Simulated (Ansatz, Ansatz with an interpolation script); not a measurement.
# From a coarse GW mesh to bands everywhere: SrTiO3 (Tausonite)

G0W0 gives levels on a mesh alone; what do the bands of SrTiO3 (Tausonite) look like between the points?

Calculated with Ansatz 0.2.0; LDA, Wannier functions and G0W0, plane waves, PAW.

**What was measured.**

- Gap 3.77 eV: direct gap (M0 critical point); spectroscopic ellipsometry, second-derivative fit; 300 K; bulk crystal (commercial single crystal) (“Optical probe of ferroelectric order in bulk and thin film perovskite titanates”, 2013, arxiv:1309.1245).

This is a report of a sequence of runs, with most program output left out.

## 1. The structure

Symmetry: Pm-3m, No. 221, cubic system. Conventional cell: a = 3.905 Å, b = 3.905 Å, c = 3.905 Å, α = 90.00°, β = 90.00°, γ = 90.00°. Sr has 12 O at 2.76 Å nearest. Nearest to Ti lie 6 O at 1.95 Å. Nearest to O lie 2 Ti at 1.95 Å and 4 Sr at 2.76 Å. Farther neighbours and most contacts between anions are not listed.

The cell and positions come from the Crystallography Open Database and are kept as given unless a step says otherwise.

## 2. LDA bands

Levels along a band path, at the cheap level, show where the edges lie and whether the meshes to come will hold them.

This step: DFT, LDA, plane waves, PAW; PAW set soft_1.

input.yaml reads:

```yaml
crystal:
  lattice:
    - [3.90528, 0.0, 0.0]
    - [0.0, 3.90528, 0.0]
    - [0.0, 0.0, 3.90528]
  atoms:
    - { symbol: Sr, position: [0.5, 0.5, 0.5] }
    - { symbol: Ti, position: [0.0, 0.0, 0.0] }
    - { symbol: O, position: [0.5, 0.0, 0.0] }
    - { symbol: O, position: [0.0, 0.5, 0.0] }
    - { symbol: O, position: [0.0, 0.0, 0.5] }
kpoints:
  mp_grid: { grid: [4, 4, 4] }
  band_path:
    path:
      - [[0.0, 0.0, 0.0], [0.0, 0.5, 0.0], [0.5, 0.5, 0.0], [0.0, 0.0, 0.0], [0.5, 0.5, 0.5], [0.0, 0.5, 0.0]]
      - [[0.5, 0.5, 0.5], [0.5, 0.5, 0.0]]
    npoints: 10
hamiltonian:
  xc: lda
  pseudopotentials: { kind: paw, azcp: { folder: soft_1 }, xc_functional: pbe }
scf:
  occupations: { method: fermi_dirac, width: 0.02 }
  n_extra_bands: 31
output:
  eigenvalues: true
  fatbands: true
  write_density: true
  write_potential: true
  elf: true
  volumetric_format: npy
```

Command:

```
$ ansatz run input.yaml --threads 3 --pin off --max-ram 92160MiB --backend cuda --events-out ev --progress --plain --runs-dir out --devices 1 --max-vram 13GiB
```

Run time: 9.4 s. Hardware: 1 × NVIDIA H100 80GB HBM3 (shared by 6 runs) with 3 threads of AMD EPYC 7R13 (Zen 3), shared host; peak memory 0.94 GiB; 4 s of CPU time.

This step gave:

```yaml
filled_bands: 20
gap: 1.768 eV
valence_top_at: R
conduction_bottom_at: Γ
least_direct_gap: 2.111 eV
```

The gap is indirect, with the least direct gap 0.34 eV higher.

Valence density in the ac plane at fractional y = 0.000, with atoms of Ti and O within 0.2 Å of it. It is the smooth field of the valence electrons, not physical close to the nuclei.

Ten even steps from '0' (0 e/Å³) to '9' (11 e/Å³), each cell a mean:
```
86200245310036
42100112100013
10000000000000
00000000000000
11000000000001
43100000000013
74100000000025
53100000000014
21000000000012
00000000000000
00000000000000
21000011100012
75100134310026
97200257410148
```
Columns run along a (3.9 Å), rows up along c (3.9 Å). Atoms in or near the plane, at fractional coordinates: Ti at (0.00, 0.00), O at (0.50, 0.00), O at (0.00, 0.50).

Electrostatic potential energy in the ac plane at fractional y = 0.000, with atoms of Ti and O within 0.2 Å of it. With pseudopotentials it is smooth inside the atoms' cores, unlike the true potential.

Ten even steps from '0' (-34 eV) to '9' (14 eV), each cell a mean:
```
00257410157410
01378743488621
44789998999864
78899999999987
46899999999985
02699999999941
01599999999830
01699999999941
24899999999974
78999999999987
56789999999875
12479865688732
00268411268410
00157200047400
```
Columns run along a (3.9 Å; values clipped at the 3rd and 97th percentile), rows up along c (3.9 Å). Atoms in or near the plane, at fractional coordinates: Ti at (0.00, 0.00), O at (0.50, 0.00), O at (0.00, 0.50).

## 3. Wannier functions (O:2p Ti:3d) on 8×8×8

Localised functions give a small Hamiltonian that interpolates between mesh points at no cost.

This step: maximally localised Wannier functions, LDA, plane waves, PAW; PAW set soft_1.

input.yaml, the sections that differ from step 2:

```yaml
kpoints:
  mp_grid: { grid: [4, 4, 4] }
scf:
  occupations: { method: fixed }
  n_extra_bands: 31
output:
  wannier:
    kmesh: [8, 8, 8]
    projections: [{ species: O, l: p, shell: 2 }, { species: Ti, l: d, shell: 3 }]
    minimise: true
    write_hr: true
    seedname: w
    conv_tol: 1.0e-06
    max_iter: 20000
    stability_check: false
    disentanglement:
      window: [4.7, 18.54]
      frozen_window: [4.7, 13.85]
      conv_tol: 1.0e-08
# crystal, hamiltonian: as in step 2
```

The job ended after 14 s (1 × NVIDIA H100 80GB HBM3 (shared by 6 runs) with 3 threads; peak memory 1.1 GiB; 8.2 s of CPU time).

w.win, one line in 2:

```text
! ansatz wannier90 interface
! states of the run's bands (counted from 1): 1-31
num_wann  = 14
conv_tol = 1e-6
dis_win_min = 4.7
dis_froz_min = 4.7
dis_num_iter = 10000
guiding_centres = true

Ang
                      0.0                  3.90528                      0.0
end unit_cell_cart
begin atoms_frac
Ti                       0.0                      0.0                      0.0
O                        0.0                      0.5                      0.0
end atoms_frac
mp_grid = 8 8 8
```

This step gave:

* gauge-invariant spread: 12.52 Å²
* diagonal spread: 7.39e-23 Å²
* off-diagonal spread: 0.2248 Å²
* total spread: 12.74 Å²
* least projectability: 0.6355
* localisation steps: 38
* disentanglement steps: 126
* r.m.s. interpolation error: 1.10e-4 eV
* r.m.s. error near the gap: 1.13e-4 eV

Near the gap the model misses directly solved bands by 0.1 meV r.m.s. and by 1 meV at most in the window tested. This tests the starting bands, not the corrections carried with them.

Wannier functions, by row:

| function | x (Å) | y (Å) | z (Å) | spread (Å²) | nearest atom | distance (Å) |
| --- | --- | --- | --- | --- | --- | --- |
| 1 | 1.953 | 0 | 0 | 1.035 | O3 | 0 |
| 2 | 1.953 | 0 | 0 | 0.76 | O3 | 0 |
| 3 | 1.953 | 0 | 0 | 1.035 | O3 | 0 |
| 4 | 0 | 1.953 | 0 | 1.035 | O4 | 0 |
| 5 | 0 | 1.953 | 0 | 1.035 | O4 | 0 |
| 6 | 0 | 1.953 | 0 | 0.76 | O4 | 0 |
| 7 | 0 | 0 | 1.953 | 0.76 | O5 | 0 |
| 8 | 0 | 0 | 1.953 | 1.035 | O5 | 0 |
| 9 | 0 | 0 | 1.953 | 1.035 | O5 | 0 |
| 10 | 0 | 0 | 0 | 0.711 | Ti2 | 0 |
| 11 | 0 | 0 | 0 | 0.943 | Ti2 | 0 |
| 12 | 0 | 0 | 0 | 0.943 | Ti2 | 0 |
| 13 | 0 | 0 | 0 | 0.711 | Ti2 | 0 |
| 14 | 0 | 0 | 0 | 0.943 | Ti2 | 0 |

Frozen up to 4.27 eV; above it the model need not follow the bands. Electronic bands along the path, in eV, zero at the valence-band top:

| point | band 17 | band 18 | band 19 | band 20 | band 21 | band 22 | band 23 | band 24 |
| --- | --- | --- | --- | --- | --- | --- | --- | --- |
| Γ | -1.19 | -0.34 | -0.34 | -0.34 | 1.77 | 1.77 | 1.77 | 4.37 |
| halfway | -1.68 | -1.64 | -0.59 | -0.59 | 1.85 | 2.86 | 2.86 | 4.37 |
| X | -2.40 | -2.03 | -0.73 | -0.73 | 1.94 | 3.75 | 3.75 | 4.37 |
| halfway | -1.91 | -1.47 | -1.33 | -0.65 | 2.93 | 3.75 | 3.86 | 5.12 |
| M | -1.73 | -1.58 | -1.58 | -0.09 | 3.76 | 3.76 | 4.20 | 5.38 |
| halfway | -1.73 | -1.37 | -1.07 | -0.74 | 2.82 | 2.97 | 3.23 | 5.00 |
| Γ | -1.19 | -0.34 | -0.34 | -0.34 | 1.77 | 1.77 | 1.77 | 4.37 |
| halfway | -2.82 | -0.93 | -0.93 | -0.63 | 3.29 | 3.35 | 3.35 | 6.51 |
| R | -3.77 | 0.00 | 0.00 | 0.00 | 4.44 | 4.44 | 4.44 | 8.40 |
| halfway | -2.75 | -0.96 | -0.82 | -0.53 | 3.43 | 3.94 | 3.96 | 6.49 |
| X | -2.40 | -2.03 | -0.73 | -0.73 | 1.94 | 3.75 | 3.75 | 4.37 |
| jump to R | -3.77 | 0.00 | 0.00 | 0.00 | 4.44 | 4.44 | 4.44 | 8.40 |
| halfway | -3.17 | -0.68 | -0.68 | -0.05 | 4.04 | 4.04 | 4.32 | 7.01 |
| M | -1.73 | -1.58 | -1.58 | -0.09 | 3.76 | 3.76 | 4.20 | 5.38 |

The same for Kohn-Sham, solved directly:

| point | band 17 | band 18 | band 19 | band 20 | band 21 | band 22 | band 23 | band 24 |
| --- | --- | --- | --- | --- | --- | --- | --- | --- |
| Γ | -1.19 | -0.34 | -0.34 | -0.34 | 1.77 | 1.77 | 1.77 | 4.35 |
| X | -2.40 | -2.03 | -0.73 | -0.73 | 1.94 | 3.75 | 3.75 | 4.37 |
| M | -1.73 | -1.58 | -1.58 | -0.09 | 3.76 | 3.76 | 4.20 | 5.34 |
| Γ | -1.19 | -0.34 | -0.34 | -0.34 | 1.77 | 1.77 | 1.77 | 4.35 |
| R | -3.77 | 0.00 | 0.00 | 0.00 | 4.44 | 4.44 | 4.44 | 6.89 |
| X | -2.40 | -2.03 | -0.73 | -0.73 | 1.94 | 3.75 | 3.75 | 4.37 |
| R | -3.77 | 0.00 | 0.00 | 0.00 | 4.44 | 4.44 | 4.44 | 6.89 |
| M | -1.73 | -1.58 | -1.58 | -0.09 | 3.76 | 3.76 | 4.20 | 5.34 |

## 4. G0W0 at every point of the mesh: 4×4×4 mesh, 273 empty bands, screening to 160 eV, PAW set soft_1 files

G0W0 replaces the xc potential by the self-energy, built once from these orbitals. Only a window of levels is corrected, while the sums run over the empty bands that the input names.

This step: G0W0 on LDA, plane waves, PAW; PAW set soft_1.

input.yaml, the sections that differ from step 3:

```yaml
scf:
  occupations: { method: fixed }
gw:
  n_empty_bands: 273
  ecut_chi: 160.0
  qp_bands: [v9, c3]
  screening: { model: contour_deformation }
# crystal, kpoints, hamiltonian: as in step 3
# output: removed
```

It took 13 s on 1 × NVIDIA H100 80GB HBM3 (shared by 6 runs) with 3 threads; peak memory 1.2 GiB.

This step gave:

* bands summed: 293
* RPA ε∞ on this mesh (eigenvalues): 6.824, 6.824, 6.824
* plane waves in the screening matrix: 257
* q-points in the mesh: 64
* G0W0 gap on the mesh: 3.464 eV
* k of the valence top: -0.5, -0.5, -0.5
* k of the conduction bottom: 0, 0, 0
* starting gap on the mesh: 1.768 eV
* Z at the valence top: 0.7146
* Z at the conduction bottom: 0.7372
* least direct G0W0 gap on the computed points: 3.806 eV

The gap on the mesh goes from 1.77 eV to 3.46 eV, a correction of +1.70 eV. Between the two edge states, bare exchange in place of the xc potential would open the gap by 12.89 eV, and correlation takes back 11.19 eV.

## 5. Interpolating the corrections

A script adds the corrections, carried to the Wannier functions and back, to the LDA levels, along the path and on a 13×13×13 mesh.

```
G0W0 gap over the zone     : 3.464 eV
valence top at             : R
conduction bottom at       : Γ
starting gap over the zone : 1.769 eV
least direct G0W0 gap      : 3.806 eV
G0W0 gap on the mesh       : 3.464 eV
valence width, start       : 4.733 eV
valence width, G0W0        : 4.795 eV
gap by a rigid shift       : 3.464 eV
```

Levels solved directly plus the interpolated quasiparticle correction. Limits: finite bands, cutoff and mesh; no spin-orbit coupling; coarse k mesh. Quasiparticle bands along the path, in eV, zero at the valence-band top of each set:

| point | band 17 | band 18 | band 19 | band 20 | band 21 |
| --- | --- | --- | --- | --- | --- |
| Γ | -1.25 | -0.34 | -0.34 | -0.34 | 3.46 |
| halfway | -1.71 | -1.71 | -0.59 | -0.59 | 3.56 |
| X | -2.35 | -2.10 | -0.75 | -0.75 | 3.67 |
| halfway | -2.00 | -1.52 | -1.35 | -0.68 | 4.60 |
| M | -1.84 | -1.68 | -1.68 | -0.09 | 5.42 |
| halfway | -1.78 | -1.42 | -1.05 | -0.78 | 4.48 |
| Γ | -1.25 | -0.34 | -0.34 | -0.34 | 3.46 |
| halfway | -2.88 | -0.96 | -0.96 | -0.67 | 4.98 |
| R | -3.71 | 0.00 | 0.00 | 0.00 | 6.09 |
| halfway | -2.76 | -0.99 | -0.86 | -0.56 | 5.10 |
| X | -2.35 | -2.10 | -0.75 | -0.75 | 3.67 |
| jump to R | -3.71 | 0.00 | 0.00 | 0.00 | 6.09 |
| halfway | -3.15 | -0.72 | -0.72 | -0.05 | 5.70 |
| M | -1.84 | -1.68 | -1.68 | -0.09 | 5.42 |

The same for LDA:

| point | band 17 | band 18 | band 19 | band 20 | band 21 |
| --- | --- | --- | --- | --- | --- |
| Γ | -1.19 | -0.34 | -0.34 | -0.34 | 1.77 |
| X | -2.40 | -2.03 | -0.73 | -0.73 | 1.94 |
| M | -1.73 | -1.58 | -1.58 | -0.09 | 3.76 |
| Γ | -1.19 | -0.34 | -0.34 | -0.34 | 1.77 |
| R | -3.77 | 0.00 | 0.00 | 0.00 | 4.44 |
| X | -2.40 | -2.03 | -0.73 | -0.73 | 1.94 |
| R | -3.77 | 0.00 | 0.00 | 0.00 | 4.44 |
| M | -1.73 | -1.58 | -1.58 | -0.09 | 3.76 |

Minima of the lowest conduction band, from levels solved directly at the displaced points, plus the interpolated correction; masses are left empty at degenerate points, on flat bands and where the interpolated correction rules the curvature; G0W0 masses are rough. Conduction valleys, by row:

| point | k (reciprocal lattice) | valleys in the zone | G0W0 level above the valence top (eV) | LDA level above the valence top (eV) | G0W0 principal masses (m_e) | LDA principal masses (m_e) |
| --- | --- | --- | --- | --- | --- | --- |
| Γ | 0.000 0.000 0.000 | 1 | 3.464 | 1.769 | - | - |

Second differences of levels solved directly at the displaced points, plus the interpolated correction, at the quasiparticle band edges; no spin-orbit coupling; left empty where the band is flat or the interpolated correction rules the curvature. Effective masses, by row:

| carrier | point | Cartesian direction | band | LDA mass (m_e) | G0W0 mass (m_e) |
| --- | --- | --- | --- | --- | --- |
| hole | R | 100 | 20 | 12.62 | 12.44 |
| hole | R | 100 | 19 | 0.799 | 0.759 |
| hole | R | 100 | 18 | 0.799 | 0.759 |
| hole | R | 010 | 20 | 12.62 | 12.44 |
| hole | R | 010 | 19 | 0.799 | 0.759 |
| hole | R | 010 | 18 | 0.799 | 0.759 |
| hole | R | 001 | 20 | 12.62 | 12.44 |
| hole | R | 001 | 19 | 0.799 | 0.759 |
| hole | R | 001 | 18 | 0.799 | 0.759 |
| hole | R | 110 | 20 | 2.881 | 2.896 |
| hole | R | 110 | 19 | 1.006 | 0.941 |
| hole | R | 110 | 18 | 0.794 | 0.755 |
| hole | R | 111 | 20 | 2.251 | 2.265 |
| hole | R | 111 | 19 | 0.926 | 0.872 |
| hole | R | 111 | 18 | 0.926 | 0.872 |
| electron | Γ | 100 | 21 | 6.127 | 5.14 |
| electron | Γ | 100 | 22 | 0.367 | 0.424 |
| electron | Γ | 100 | 23 | 0.367 | 0.424 |
| electron | Γ | 010 | 21 | 6.127 | 5.14 |
| electron | Γ | 010 | 22 | 0.367 | 0.424 |
| electron | Γ | 010 | 23 | 0.367 | 0.424 |
| electron | Γ | 001 | 21 | 6.127 | 5.14 |
| electron | Γ | 001 | 22 | 0.367 | 0.424 |
| electron | Γ | 001 | 23 | 0.367 | 0.424 |
| electron | Γ | 110 | 21 | 0.822 | 0.957 |
| electron | Γ | 110 | 22 | 0.598 | 0.663 |
| electron | Γ | 110 | 23 | 0.367 | 0.424 |
| electron | Γ | 111 | 21 | 0.638 | 0.753 |
| electron | Γ | 111 | 22 | 0.494 | 0.558 |
| electron | Γ | 111 | 23 | 0.494 | 0.558 |

Corrections by starting level (eV, on the run's own energy scale, so only their differences matter):

| start | correction |
| --- | --- |
| -4.73 | −0.22 |
| -4.20 | −0.12 |
| -3.77 | −0.23 |
| -3.37 | −0.25 |
| -2.91 | −0.23 |
| -2.84 | −0.43 |
| -2.40 | −0.25 |
| -1.68 | −0.32 |
| -1.19 | −0.36 |
| -0.73 | −0.32 |
| -0.59 | −0.30 |
| 0.00 | −0.30 |
| 0.00 | −0.30 |
| 1.77 | +1.40 |
| 2.86 | +1.34 |
| 3.43 | +1.38 |
| 3.94 | +1.38 |
| 4.43 | +1.36 |

## 6. LDA+SOC bands, for comparison

Spin-orbit coupling can split or shift the edges; a non-collinear run measures by how much.

This step: DFT, LDA with spin-orbit coupling, plane waves, PAW; PAW set soft_1.

input.yaml reads:

```yaml
crystal:
  lattice:
    - [3.90528, 0.0, 0.0]
    - [0.0, 3.90528, 0.0]
    - [0.0, 0.0, 3.90528]
  atoms:
    - { symbol: Sr, position: [0.5, 0.5, 0.5] }
    - { symbol: Ti, position: [0.0, 0.0, 0.0] }
    - { symbol: O, position: [0.5, 0.0, 0.0] }
    - { symbol: O, position: [0.0, 0.5, 0.0] }
    - { symbol: O, position: [0.0, 0.0, 0.5] }
kpoints:
  mp_grid: { grid: [4, 4, 4] }
  band_path:
    path:
      - [[0.0, 0.0, 0.0], [0.0, 0.5, 0.0], [0.5, 0.5, 0.0], [0.0, 0.0, 0.0], [0.5, 0.5, 0.5], [0.0, 0.5, 0.0]]
      - [[0.5, 0.5, 0.5], [0.5, 0.5, 0.0]]
    npoints: 10
hamiltonian:
  xc: lda
  pseudopotentials: { kind: paw_fr, azcp: { folder: soft_1 }, xc_functional: pbe }
scf:
  occupations: { method: fermi_dirac, width: 0.02 }
  n_extra_bands: 10
magnetization:
  noncollinear: true
  spin_orbit: true
output:
  eigenvalues: true
```

Run time: 9.8 s. Hardware: 1 × NVIDIA H100 80GB HBM3 (shared by 6 runs) with 3 threads; peak memory 1 GiB; 15 s of CPU time.

This step gave:

```yaml
filled_bands: 40
gap: 1.753 eV
valence_top_at: R
conduction_bottom_at: Γ
least_direct_gap: 2.080 eV
```

The gap stands −0.02 eV against LDA.

## 7. Summary of results

```json
{"LDA gap": "1.77 eV", "G0W0 gap over the zone": "3.46 eV, indirect", "least direct G0W0 gap, in the model": "3.81 eV", "with the spin-orbit change": "3.45 eV", "GW settings": "4×4×4 mesh, 273 empty bands, screening to 160 eV, PAW set soft_1 files", "known limits": "not at the basis limit; no spin-orbit coupling; coarse k mesh"}
```

What this shows: The Wannier model follows the LDA bands to under 1 meV r.m.s. near the gap. The G0W0 gap over the zone is 3.46 eV, indirect, from R to Γ; on the mesh alone it is 3.46 eV, nearly the same. The valence width in the model goes from 4.73 eV to 4.80 eV. At the band edge the lightest electron mass is 0.37 m_e at the start and 0.42 m_e in G0W0; the G0W0 masses rest on corrections from the 4×4×4 mesh alone and are rough. LDA+SOC gives a gap of 1.75 eV on the same path, a spin-orbit change of −0.02 eV that would bring the G0W0 gap to 3.45 eV. Against experiment, by G0W0@LDA with the spin-orbit change: the direct gap of 3.77 eV lies +0.005 eV from the measured 3.77 eV (direct, 300 K, 2013). An exciton line or allowed optical edge lies below the quasiparticle gap by the binding energy; a forbidden edge can push the onset above it. The calculation has static nuclei and no excitons; a measured gap holds zero-point and thermal motion, which mostly lowers it. Bands and cutoff are finite, so the gap is not at the basis limit. The miss can reach some tenths of an eV and take either sign; the mesh is an error of its own. Above the frozen window of the model the interpolated levels need not meet the computed ones, even at points of the mesh. The 4×4×4 mesh is coarse for this cell (its supercell is 16 Å along the shortest edge). The RPA ε∞ on it, from the LDA start, is 6.82; such meshes misread the long-range screening, most where the gap is narrow. This is the ideal cubic cell; many perovskites, halides above all, are cubic only on average, and local tilts or off-centring can widen the gap.

[Paths, hosts, dates, memory and timing lines, banners, echoed tables and standing remarks are left out of the program output.]

[Logs are printed without paths, hosts, clocks, repeated set-up lines and the standing remarks that a program may print on its own settings, such as how far it seeks lower states.]

[Runs of the session that timed out or met a known fault of the program may be left out.]

[Hosts, paths, dates, database ids (printed as entryN), source tags and the programs' standing remarks are cut or masked in the printed files.]
